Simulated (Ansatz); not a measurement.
# Structural relaxation of glassy 96GeO2-4CaO (mol %) (71 atoms)

Wanted: the relaxed structure of glassy 96GeO2-4CaO (mol %) (71 atoms) and its electronic structure.

Method: Kohn-Sham DFT, PBE, PAW (set soft_2), plane waves, in Ansatz 0.2.0.

## Step 1: The starting structure

The cell holds 71 atoms: 23 Ge, 1 Ca and 47 O. Cell: a = 10.460 Å, b = 10.460 Å, c = 10.460 Å, α = 90.0°, β = 90.0°, γ = 90.0°. 71 atoms (23 Ge, 1 Ca, 47 O) placed at random at 3.67 g/cm³, melted at 4000 K for 10 ps at fixed volume with the Morse and Coulomb pair potential with partial charges (Pedone, Malavasi, Menziani, Cormack and Segre, J. Phys. Chem. B 110, 11780 (2006)). Quenched from 2500 K to 300 K at 500 K/ps and fixed volume, held 10 ps at zero pressure.

Before any run, some limits are plain. The quench rate of 500 K/ps is orders of magnitude faster than experiment, which tends to freeze in extra defects. The network of bonds at the start is that of the classical potential that made the cell. The Brillouin zone is sampled at Γ only, in a cell whose shortest periodic width is 10 Å.

## Step 2: Single point at the start

The forces at the start show how far the geometry lies from a minimum of this functional.

input.yaml reads:

```yaml
crystal:
  lattice:
    - [10.4603, 0.0, 0.0]
    - [0.0, 10.4603, 0.0]
    - [0.0, 0.0, 10.4603]
  atoms:
    - { symbol: Ge, position: [0.54311, 0.58149, 0.67027] }
    - { symbol: Ge, position: [0.39802, 0.53666, 0.38632] }
    - { symbol: Ge, position: [0.08729, 0.19998, 0.13171] }
    - { symbol: Ge, position: [0.77224, 0.09098, 0.42404] }
    [... 61 atom lines left out ...]
    - { symbol: O, position: [0.87284, 0.51238, 0.06804] }
    - { symbol: O, position: [0.95804, 0.4749, 0.30069] }
    - { symbol: O, position: [0.78389, 0.6902, 0.20373] }
    - { symbol: O, position: [0.20825, 0.11248, 0.05759] }
    - { symbol: O, position: [0.97023, 0.65444, 0.71274] }
    - { symbol: O, position: [0.87506, 0.96123, 0.41186] }
kpoints:
  mp_grid: { grid: [1, 1, 1] }
hamiltonian:
  xc: pbe
scf:
  occupations: { method: gaussian, width: 0.025 }
output:
  forces: true
  stress: true
  populations: true
  dos:
    method: { smearing: { sigma: 0.08 } }
    de: 0.1
    projected: { site_lists: { Ca: [Ca], Ge: [Ge], O: [O] } }
  eigenvalues: true
```

Started as:

```sh
> ansatz run input.yaml --threads 4 --pin off --max-ram 8192MiB --backend cpu --events-out ev --progress --plain --runs-dir out
```

Run time: 17 s. Hardware: 4 threads of Arm Neoverse V2, shared host; peak memory 1.5 GiB.

The run gave:

```
free energy                                      : -127255.4064 eV
free energy per atom                             : -1792.3297 eV/atom
SCF cycles                                       : 9
pressure                                         : 5.492 GPa
r.m.s. force component                           : 1.289 eV/Å
longest force                                    : 4.452 eV/Å
Fermi energy                                     : 3.989 eV
gap (highest filled to lowest empty level) : 1.614 eV
spilling of the projection                       : 0.005392
```

The r.m.s. force component of 1.3 eV/Å and the pressure of 5.5 GPa set the starting point.

Neighbours are counted within 2.27 Å (O-Ge), 2.83 Å (O-Ca).

Length of the force by element and coordination:

| element | coordination | atoms | mean length of the force (eV/Å) | spread | least | most |
| --- | --- | --- | --- | --- | --- | --- |
| Ca | all | 1 | 0.699 | 0 | 0.699 | 0.699 |
| Ge | all | 23 | 2.45 | 1.09 | 0.750 | 4.45 |
| Ge | 4 | 22 | 2.51 | 1.08 | 0.750 | 4.45 |
| Ge | 5 | 1 | 1.26 | 0 | 1.26 | 1.26 |
| O | all | 47 | 1.84 | 0.780 | 0.277 | 3.29 |
| O | 2 | 43 | 1.81 | 0.793 | 0.277 | 3.29 |
| O | 3 | 4 | 2.18 | 0.522 | 1.56 | 2.80 |

## Step 3: Relaxation

With the cell held, the atoms are moved downhill towards a nearby minimum.

input.yaml, the sections that differ from step 2:

```yaml
output:
  forces: true
relax:
  f_tol: 0.05
  max_steps: 200
# crystal, kpoints, hamiltonian, scf: as in step 2
```

It took 1.7 min on 4 threads; peak memory 1.4 GiB; 6.4 min of CPU time.

The steps of the relaxation:

| step | energy less that of the first step (eV) | largest force component (eV/Å) |
| --- | --- | --- |
| 1 | 0.0000 | 4.3349 |
| 2 | -5.2415 | 2.2491 |
| 3 | -8.4078 | 0.5592 |
| 4 | -9.0817 | 0.2899 |
| 5 | -9.4130 | 0.1665 |
| 6 | -9.5314 | 0.1857 |
| 7 | -9.5394 | 0.3149 |
| 8 | -9.5607 | 0.0889 |
| 9 | -9.5597 | 0.0792 |
| 10 | -9.5625 | 0.0733 |
| 11 | -9.5632 | 0.0394 |
| 12 | -9.5651 | 0.0221 |

Relaxation step 9 was tried and not accepted.

The atoms that moved most (Å):

| atom | dx | dy | dz | length |
| --- | --- | --- | --- | --- |
| O65 | 0.436 | -0.535 | -0.250 | 0.734 |
| O39 | 0.602 | 0.185 | 0.121 | 0.641 |
| O35 | -0.149 | -0.254 | -0.561 | 0.634 |
| O46 | 0.025 | 0.602 | 0.106 | 0.612 |
| O66 | -0.118 | -0.492 | 0.324 | 0.601 |
| O32 | -0.487 | 0.313 | -0.015 | 0.579 |
| O45 | -0.408 | -0.392 | 0.016 | 0.566 |
| O30 | 0.467 | 0.078 | -0.227 | 0.525 |

The relaxation changed the energy by -135 meV/atom, and atoms moved by 0.35 Å r.m.s., 0.73 Å at most.

## Step 4: Distances and neighbours after relaxation

Density 3.57 g/cm³, 16.12 Å³ an atom.

Pair distribution functions g(r), in bins of 0.2 Å:

| r (Å) | total | O-O | O-Ge | O-Ca | Ge-Ge | Ge-Ca | Ca-Ca |
| --- | --- | --- | --- | --- | --- | --- | --- |
| 1.60 | 0.06 | 0.00 | 0.15 | 0.00 | 0.00 | 0.00 | 0.00 |
| 1.80 | 5.13 | 0.00 | 11.98 | 0.00 | 0.00 | 0.00 | 0.00 |
| 2.00 | 0.05 | 0.00 | 0.11 | 0.00 | 0.00 | 0.00 | 0.00 |
| 2.20 | 0.08 | 0.00 | 0.09 | 2.15 | 0.00 | 0.00 | 0.00 |
| 2.40 | 0.06 | 0.00 | 0.00 | 3.37 | 0.00 | 0.00 | 0.00 |
| 2.60 | 0.08 | 0.18 | 0.00 | 0.00 | 0.00 | 0.00 | 0.00 |
| 2.80 | 1.73 | 3.77 | 0.05 | 2.61 | 0.00 | 0.00 | 0.00 |
| 3.00 | 1.76 | 3.62 | 0.09 | 1.13 | 1.12 | 0.00 | 0.00 |
| 3.20 | 0.88 | 0.78 | 0.41 | 0.91 | 3.17 | 2.02 | 0.00 |
| 3.40 | 0.77 | 0.50 | 0.62 | 0.00 | 2.58 | 1.69 | 0.00 |
| 3.60 | 0.79 | 0.80 | 0.86 | 0.00 | 0.55 | 1.55 | 0.00 |
| 3.80 | 0.64 | 0.40 | 1.02 | 0.00 | 0.11 | 1.43 | 0.00 |
| 4.00 | 1.15 | 0.71 | 1.75 | 1.23 | 0.64 | 0.00 | 0.00 |
| 4.20 | 1.04 | 0.52 | 1.62 | 0.53 | 0.78 | 3.41 | 0.00 |
| 4.40 | 1.08 | 0.68 | 1.68 | 1.53 | 0.35 | 0.00 | 0.00 |
| 4.60 | 1.22 | 0.70 | 1.71 | 1.41 | 1.38 | 0.96 | 0.00 |
| 4.80 | 0.84 | 0.93 | 0.75 | 0.83 | 0.83 | 0.87 | 0.00 |
| 5.00 | 1.04 | 1.40 | 0.54 | 1.92 | 1.37 | 1.61 | 0.00 |

## Step 5: Single point at the relaxed geometry

The electronic structure is read at the final geometry, in a run of its own.

input.yaml reads:

```yaml
crystal:
  lattice:
    - [10.4603, 0.0, 0.0]
    - [0.0, 10.4603, 0.0]
    - [0.0, 0.0, 10.4603]
  atoms:
    - { symbol: Ge, position: [0.52541, 0.6009, 0.65565] }
    - { symbol: Ge, position: [0.39024, 0.53186, 0.37555] }
    - { symbol: Ge, position: [0.09458, 0.19341, 0.11251] }
    - { symbol: Ge, position: [0.78729, 0.09278, 0.42333] }
    [... 61 atom lines left out ...]
    - { symbol: O, position: [0.86153, 0.4653, 0.09897] }
    - { symbol: O, position: [0.98521, 0.50059, 0.32577] }
    - { symbol: O, position: [0.75645, 0.67654, 0.23851] }
    - { symbol: O, position: [0.24551, 0.11755, 0.08078] }
    - { symbol: O, position: [0.94907, 0.63303, 0.71547] }
    - { symbol: O, position: [0.91442, 0.98397, 0.39518] }
kpoints:
  mp_grid: { grid: [1, 1, 1] }
hamiltonian:
  xc: pbe
scf:
  occupations: { method: gaussian, width: 0.025 }
output:
  forces: true
  stress: true
  populations: true
  dos:
    method: { smearing: { sigma: 0.15 } }
    de: 0.1
    projected: { site_lists: { Ca: [Ca], Ge: [Ge], O: [O] } }
  eigenvalues: true
  write_density: true
  write_potential: true
  volumetric_format: npy
```

The job ended after 17 s (4 threads; peak memory 1.5 GiB).

The program notes that the exchange-correlation potential is rough where the density is thin.

Read from the output:

- free energy: -127264.9714 eV
- free energy per atom: -1792.4644 eV/atom
- SCF cycles: 9
- pressure: -2.229 GPa
- r.m.s. force component: 0.00508 eV/Å
- longest force: 0.02616 eV/Å
- Fermi energy: 3.992 eV
- gap (highest filled to lowest empty level): 1.911 eV
- spilling of the projection: 0.005491

Löwdin charges by element (they lack the spilled electrons, 0.047 e an atom on average):

| element | coordination | atoms | mean charge (e) | spread | least | most |
| --- | --- | --- | --- | --- | --- | --- |
| Ca | all | 1 | 1.81 | 0 | 1.81 | 1.81 |
| Ge | all | 23 | 1.58 | 0.0216 | 1.53 | 1.61 |
| O | all | 47 | -0.741 | 0.0353 | -0.927 | -0.710 |

States in the cell by windows of 1 eV, zero at the Fermi level; the larger projections on atomic orbitals stand beside the total:

| from (eV) | to (eV) | total | O p | Ge p | Ge s | O s |
| --- | --- | --- | --- | --- | --- | --- |
| -18 | -17 | 24.7 | 0.2 | 3.9 | 0.2 | 19.4 |
| -17 | -16 | 2.1 | 0.0 | 0.2 | 0.1 | 1.6 |
| -16 | -11 | 0.0 | 0.0 | 0.0 | 0.0 | 0.0 |
| -11 | -10 | 7.9 | 4.4 | 0.2 | 3.0 | 0.3 |
| -10 | -9 | 10.4 | 5.8 | 0.5 | 3.4 | 0.6 |
| -9 | -8 | 12.4 | 7.2 | 1.0 | 3.1 | 0.9 |
| -8 | -7 | 12.0 | 7.4 | 1.3 | 2.3 | 0.9 |
| -7 | -6 | 18.9 | 13.7 | 4.4 | 0.3 | 0.2 |
| -6 | -5 | 31.5 | 23.4 | 6.8 | 0.3 | 0.6 |
| -5 | -4 | 22.6 | 17.5 | 2.9 | 0.3 | 1.4 |
| -4 | -3 | 48.4 | 42.4 | 3.3 | 0.3 | 1.6 |
| -3 | -2 | 83.3 | 79.5 | 1.6 | 0.2 | 0.9 |
| -2 | -1 | 31.6 | 30.7 | 0.3 | 0.0 | 0.2 |
| -1 | 0 | 3.0 | 2.8 | 0.1 | 0.0 | 0.0 |
| 0 | 1 | 1.0 | 0.2 | 0.0 | 0.5 | 0.2 |
| 1 | 2 | 1.0 | 0.2 | 0.0 | 0.5 | 0.2 |
| 2 | 3 | 8.1 | 2.1 | 0.9 | 3.6 | 1.2 |
| 3 | 4 | 13.7 | 3.7 | 2.1 | 5.6 | 1.9 |
| 4 | 5 | 11.0 | 2.9 | 2.4 | 3.7 | 1.2 |

Between -26 and -18 eV lie 303 more states.

The levels nearest the highest filled one (over half full), pooled over k-points and spins:

| level less the highest filled one (eV) | occupation |
| --- | --- |
| -0.676 | 2 |
| -0.652 | 2 |
| -0.563 | 2 |
| -0.445 | 2 |
| -0.0437 | 2 |
| 0 | 2 |
| 1.91 | 0 |
| 3.29 | 0 |
| 3.55 | 0 |
| 3.61 | 0 |
| 3.86 | 0 |
| 3.98 | 0 |

Mean Löwdin charges: Ca +1.81, Ge +1.58, O -0.74 e (they miss 0.55 % of the electrons, so they add up to more than the cell's charge). The largest share in the top eV of filled states is O p (98 % of the projected weight), and in the lowest eV of empty states Ge s (53 % of the projected weight).

## Step 6: Summary of results

```
energy change in the relaxation                  : -134.7 meV/atom
r.m.s. displacement                              : 0.347 Å
largest displacement                             : 0.734 Å
free energy per atom                             : -1792.4644 eV/atom
pressure                                         : -2.229 GPa
r.m.s. force component                           : 0.00508 eV/Å
gap (highest filled to lowest empty level) : 1.911 eV
wall time of the 3 DFT runs                      : 2.3 min
```

Relaxation lowers the energy by 135 meV/atom and moves atoms by 0.35 Å r.m.s.; the r.m.s. force component goes from 1.3 to 0.0051 eV/Å, the pressure goes from 5.5 to -2.2 GPa, and the gap from 1.61 to 1.91 eV. From the first step to the last the energy fell by 9.565 eV, and the largest move was 0.73 Å (O65). Between filled and empty levels lie 1.91 eV (at Γ alone); a semilocal functional tends to put such gaps too low. In a disordered cell it changes from sample to sample, and tail or defect levels can set it.

**Limits.** The network of bonds at the start is that of the classical potential that made the cell; in DFT atoms moved by 0.35 Å r.m.s. The pressure of -2.2 GPa shows the cell to be stretched for this functional.

[Logs are printed without paths, hosts, clocks, repeated set-up lines and the standing remarks that a program may print on its own settings, such as how far it seeks lower states.]

[Hosts, paths, dates, database ids (printed as entryN), source tags and the programs' standing remarks are cut or masked in the printed files.]
